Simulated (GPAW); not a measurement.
# How KMgF3 absorbs and reflects light

Wanted: where KMgF3 starts to absorb, how strongly, and its refractive index.

Method: DFT, PBE, plane-wave PAW (GPAW data sets), scalar-relativistic, RPA, optical limit, in GPAW 26.7.0.

Most raw output is cut from this account.

### 1. Set-up

It takes space group Pm-3m (No. 221, cubic). The conventional cell has a = 3.986 Å, b = 3.986 Å, c = 3.986 Å, α = 90.00°, β = 90.00°, γ = 90.00°. K has 12 F at 2.82 Å nearest. Nearest to Mg lie 6 F at 1.99 Å. Nearest to F lie 2 Mg at 1.99 Å and 4 K at 2.82 Å. Farther neighbours and most contacts between anions are not listed.

Coordinates:

```
K Mg F
1.0
     3.98590    0.00000    0.00000
     0.00000    3.98590    0.00000
     0.00000    0.00000    3.98590
K Mg F
1 1 3
Direct
  0.50000 0.50000 0.50000
  0.00000 0.00000 0.00000
  0.00000 0.00000 0.50000
  0.00000 0.50000 0.00000
  0.50000 0.00000 0.00000
```

### 2. Ground state

The self-consistent density comes first; it also tells whether there is a gap, which decides the occupations and the need for a Drude term.

This step: DFT, PBE, plane-wave PAW (GPAW data sets), scalar-relativistic, ground state (GPAW 26.7.0).

File gs.py:

```python
from ase import Atoms
from ase.dft.bandgap import bandgap
from gpaw import GPAW, PW, FermiDirac

atoms = Atoms(['K', 'Mg', 'F', 'F', 'F'],
              cell=[[3.985900000000, 0.000000000000, 0.000000000000],
                    [0.000000000000, 3.985900000000, 0.000000000000],
                    [0.000000000000, 0.000000000000, 3.985900000000]],
              scaled_positions=[[0.500000000000, 0.500000000000, 0.500000000000],
                                [0.000000000000, 0.000000000000, 0.000000000000],
                                [0.000000000000, 0.000000000000, 0.500000000000],
                                [0.000000000000, 0.500000000000, 0.000000000000],
                                [0.500000000000, 0.000000000000, 0.000000000000]],
              pbc=[True, True, True])
atoms.calc = GPAW(mode=PW(500), xc='PBE', kpts={'size': (6, 6, 6), 'gamma': True},
                  occupations=FermiDirac(0.05), maxiter=150, txt='gs.txt')
print('energy (eV)', atoms.get_potential_energy())
print('Fermi level (eV)', atoms.calc.get_fermi_level())
print('valence electrons', atoms.calc.get_number_of_electrons())
print('gap (eV)', bandgap(atoms.calc, output=None)[0])
print('direct gap (eV)', bandgap(atoms.calc, direct=True, output=None)[0])
atoms.calc.write('gs.gpw')
```

Started as:

```
$ OMP_NUM_THREADS=1 python gs.py
```

Wall time 13 s (1 thread of Arm Neoverse V2, shared host); peak memory 0.16 GiB.

This step gave:

| Property | Result |
| --- | --- |
| energy | -24.20 eV |
| Fermi energy | 2.934 eV |
| gap on the k-mesh | 7.318 eV |
| direct gap on the mesh | 7.635 eV |
| electrons | 40 |

There is a gap, 7.32 eV on this mesh (points off the mesh can give less), so no carriers' term is needed.

### 3. Bands for the response

At the fixed density, many empty bands are solved on the mesh of the response, since the spectrum sums over them.

This step: DFT, PBE, plane-wave PAW (GPAW data sets), scalar-relativistic, bands at fixed density (GPAW 26.7.0).

File nscf.py:

```python
from ase.dft.bandgap import bandgap
from gpaw import GPAW, FermiDirac

calc = GPAW('gs.gpw').fixed_density(kpts={'size': (8, 8, 8), 'gamma': True}, nbands=56, convergence={'bands': 50},
                                    occupations=FermiDirac(0.001), txt='nscf.txt')
print('gap (eV)', bandgap(calc, output=None)[0])
print('direct gap (eV)', bandgap(calc, direct=True, output=None)[0])
print('top band over the Fermi level (eV)', min(calc.get_eigenvalues(kpt=k)[49] for k in range(len(calc.get_ibz_k_points()))) - calc.get_fermi_level())
calc.write('full.gpw', mode='all')
```

Started as:

```
$ OMP_NUM_THREADS=1 python nscf.py
```

Wall time 55 s (1 thread); peak memory 0.22 GiB.

Numbers from this step:

```
gap on the k-mesh : 7.317 eV
```

### 4. Dielectric function, RPA

Transitions between filled and empty bands, summed over the zone, give the optical response, so mesh, band count and broadening shape it.

The induced potential is part of this response.

This step: DFT, PBE, plane-wave PAW (GPAW data sets), scalar-relativistic, RPA, optical limit (GPAW 26.7.0).

File df.py:

```python
from gpaw.response.df import DielectricFunction

df = DielectricFunction('full.gpw', frequencies={'type': 'nonlinear', 'domega0': 0.03, 'omega2': 8},
                        ecut=50,
                        eta=0.15,
                        nbands=50,
                        txt='df.txt')
for direction in ['x']:
    df.get_dielectric_function(xc='RPA', direction=direction, filename=f'df_{direction}.csv')
```

Started as:

```
$ OMP_NUM_THREADS=1 python df.py
```

Elapsed: 11 s, on 1 thread; peak memory 0.32 GiB.

Numbers from this step:

- electronic dielectric constant ε∞, mean over x, y and z (by symmetry where fewer were run): 1.978
- main peak of Im epsilon, first axis: 11.48 eV

Values under the direct gap are tails of Lorentzian lines. Table of Im ε, E ∥ x by photon energy; read off at these points:

```tsv
photon energy (eV)	Im ε, E ∥ x
0.00	0
0.50	7.1e-4
1.00	0.00144
1.50	0.00220
2.00	0.00302
2.50	0.00391
3.00	0.00491
3.50	0.00606
4.00	0.00742
4.50	0.00909
5.00	0.0112
5.50	0.0140
6.00	0.0180
6.50	0.0245
7.00	0.0374
7.50	0.0920
8.00	0.342
8.50	0.423
9.00	0.742
9.09	0.776
9.50	0.553
10.00	0.871
10.50	1.30
11.00	1.88
11.50	2.26
12.00	1.46
12.50	1.18
13.00	1.26
13.50	0.979
```

Re ε, E ∥ x against photon energy:

photon energy (eV), Re ε, E ∥ x and a bar from the least value:
```
      0.0       1.98 #############
      0.5       1.98 #############
      1.0       1.98 #############
      1.5       1.99 #############
      2.0       2.00 #############
      2.5       2.01 #############
      3.0       2.02 ##############
      3.5       2.04 ##############
      4.0       2.06 ##############
      4.5       2.09 ###############
      5.0       2.12 ###############
      5.5       2.17 ################
      6.0       2.22 #################
      6.5       2.29 ##################
      7.0       2.39 ###################
      7.5       2.55 ######################
      8.0       2.69 ########################
      8.5       2.57 ######################
      9.0       2.69 ########################
      9.5       2.74 ########################
     10.0       2.80 #########################
     10.5       3.11 ##############################
     11.0       2.72 ########################
     11.5       1.85 ###########
     12.0       1.13 
     12.5       1.43 #####
     13.0       1.36 ####
     13.5       1.12
```

The loss function −Im 1/ε at q → 0, E ∥ x has structure finer than the step of the table below, so its rows give means over 0.5 eV, whole bins alone (the curve runs from 0 to 14.0 eV). Peaks (eV: height): 11.94: 0.430, 13.43: 0.444.

Values under the direct gap are tails of Lorentzian lines. The loss function −Im 1/ε at q → 0, E ∥ x by energy loss; means over each step:

```tsv
energy loss (eV)	loss function −Im 1/ε at q → 0, E ∥ x
0.5	1.8e-4
1.0	3.7e-4
1.5	5.6e-4
2.0	7.6e-4
2.5	9.7e-4
3.0	0.00120
3.5	0.00146
4.0	0.00174
4.5	0.00208
5.0	0.00248
5.5	0.00299
6.0	0.00367
6.5	0.00470
7.0	0.00670
7.5	0.0150
8.0	0.0456
8.5	0.0601
9.0	0.0892
9.5	0.0795
10.0	0.0995
10.5	0.120
11.0	0.177
11.5	0.271
12.0	0.407
12.5	0.349
13.0	0.367
13.5	0.436
```

Values under the direct gap are tails of Lorentzian lines. The Im ε, E ∥ x by photon energy; read off at these points:

```tsv
photon energy (eV)	without local fields	with local fields
0.00	0	0
0.50	7.8e-4	7.1e-4
1.00	0.00157	0.00144
1.50	0.00240	0.00220
2.00	0.00329	0.00302
2.50	0.00425	0.00391
3.00	0.00533	0.00491
3.50	0.00656	0.00606
4.00	0.00801	0.00742
4.50	0.00977	0.00909
5.00	0.0120	0.0112
5.50	0.0149	0.0140
6.00	0.0191	0.0180
6.50	0.0256	0.0245
7.00	0.0386	0.0374
7.50	0.0927	0.0920
8.00	0.340	0.342
8.50	0.420	0.423
9.00	0.740	0.742
9.09	0.772	0.776
9.50	0.556	0.553
10.00	0.883	0.871
10.50	1.35	1.30
11.00	1.99	1.88
11.50	2.34	2.26
12.00	1.45	1.46
12.50	1.20	1.18
12.92	1.38	1.27
13.00	1.36	1.26
13.50	1.03	0.979
```

The reflectivity at normal incidence, E ∥ x by photon energy; read off at these points:

photon energy (eV), reflectivity at normal incidence, E ∥ x (%) and a bar from the least value:
```
    0.000        2.9 #
    0.250        2.9 #
    0.500        2.9 #
    0.750        2.9 #
    1.000        2.9 #
    1.250        2.9 #
    1.500        2.9 #
    1.750        2.9 #
    2.000        2.9 #
    2.250        3.0 #
    2.500        3.0 #
    2.750        3.0 #
    3.000        3.0 #
    3.250        3.1 #
    3.500        3.1 #
    3.750        3.2 ##
    4.000        3.2 ##
    4.250        3.3 ##
    4.500        3.3 ##
    4.750        3.4 ##
    5.000        3.5 ###
    5.250        3.6 ###
    5.500        3.6 ###
    5.750        3.8 ###
    6.000        3.9 ####
    6.250        4.0 ####
    6.500        4.2 #####
    6.750        4.4 #####
    7.000        4.6 ######
    7.250        4.9 #######
    7.500        5.3 #########
    7.750        5.7 ##########
    8.000        6.1 ###########
    8.250        5.9 ##########
    8.500        5.7 ##########
    8.750        6.5 ############
    8.895        6.9 ##############
    9.000        6.8 #############
    9.250        5.6 #########
    9.500        6.6 #############
    9.750        7.1 ##############
   10.000        7.5 ################
   10.250        7.7 ################
   10.500        9.7 #######################
   10.750        9.6 #######################
   11.000       10.8 ##########################
   11.250       11.1 ###########################
   11.500       11.9 ##############################
   11.750       11.3 ############################
   12.000        7.7 ################
   12.250        5.6 #########
   12.500        5.4 #########
   12.750        5.5 #########
   13.000        5.9 ##########
   13.250        5.8 ##########
   13.500        4.3 #####
   13.750        2.7
```

From ε follow the optical constants at some laser and lamp lines:

```tsv
wavelength (nm)	n	k	R (%)	1/α
1550	1.41	0.000	2.9	303 µm
800	1.41	0.001	2.9	79 µm
633	1.41	0.001	2.9	48 µm
532	1.42	0.001	3.0	33 µm
450	1.42	0.002	3.0	23 µm
405	1.42	0.002	3.0	18 µm
365	1.43	0.002	3.1	14 µm
```

Below the direct gap, k and the depth come from the tails of the Lorentzian lines, not from transitions.

### 5. Outcome

| Item | Value |
| --- | --- |
| electronic dielectric constant ε∞, mean over x, y and z (by symmetry where fewer were run) (RPA) | 1.98 |
| main peak of Im epsilon, first axis | 11.5 eV |

At this level (PBE, RPA) KMgF3 has ε∞ = 1.98 and n = 1.41 at 1550 nm, and Im ε peaks at 11.5 eV. On the mesh the gap is 7.32 eV and the least direct gap 7.64 eV, so on this mesh the band edges lie at different points. Local fields change the static value along x from 2.09 to 1.98 (-5 %). Distinct maxima of Im ε, read by a parabola through the highest points, lie at 9.08 eV (0.78), 11.48 eV (2.3) and 12.93 eV (1.3). Excitons and phonon-assisted transitions are missing; PBE gaps are as a rule too small, which pulls the onset down and ε∞ up. The sum runs over mesh points, so small or evenly spaced maxima can still be ripples of the mesh. In this version of GPAW the matrix elements of the optical limit are incomplete, which can lower ε − 1 by up to a tenth where first-row anions or d states rule, and shift it by more in d metals.

[Machine, clock and banner lines and Python warnings are left out of the logs.]

[Logs are printed without paths, hosts, clocks, repeated set-up lines and the standing remarks that a program may print on its own settings, such as how far it seeks lower states.]

[Hosts, paths, dates, database ids (printed as entryN), source tags and the programs' standing remarks are cut or masked in the printed files.]
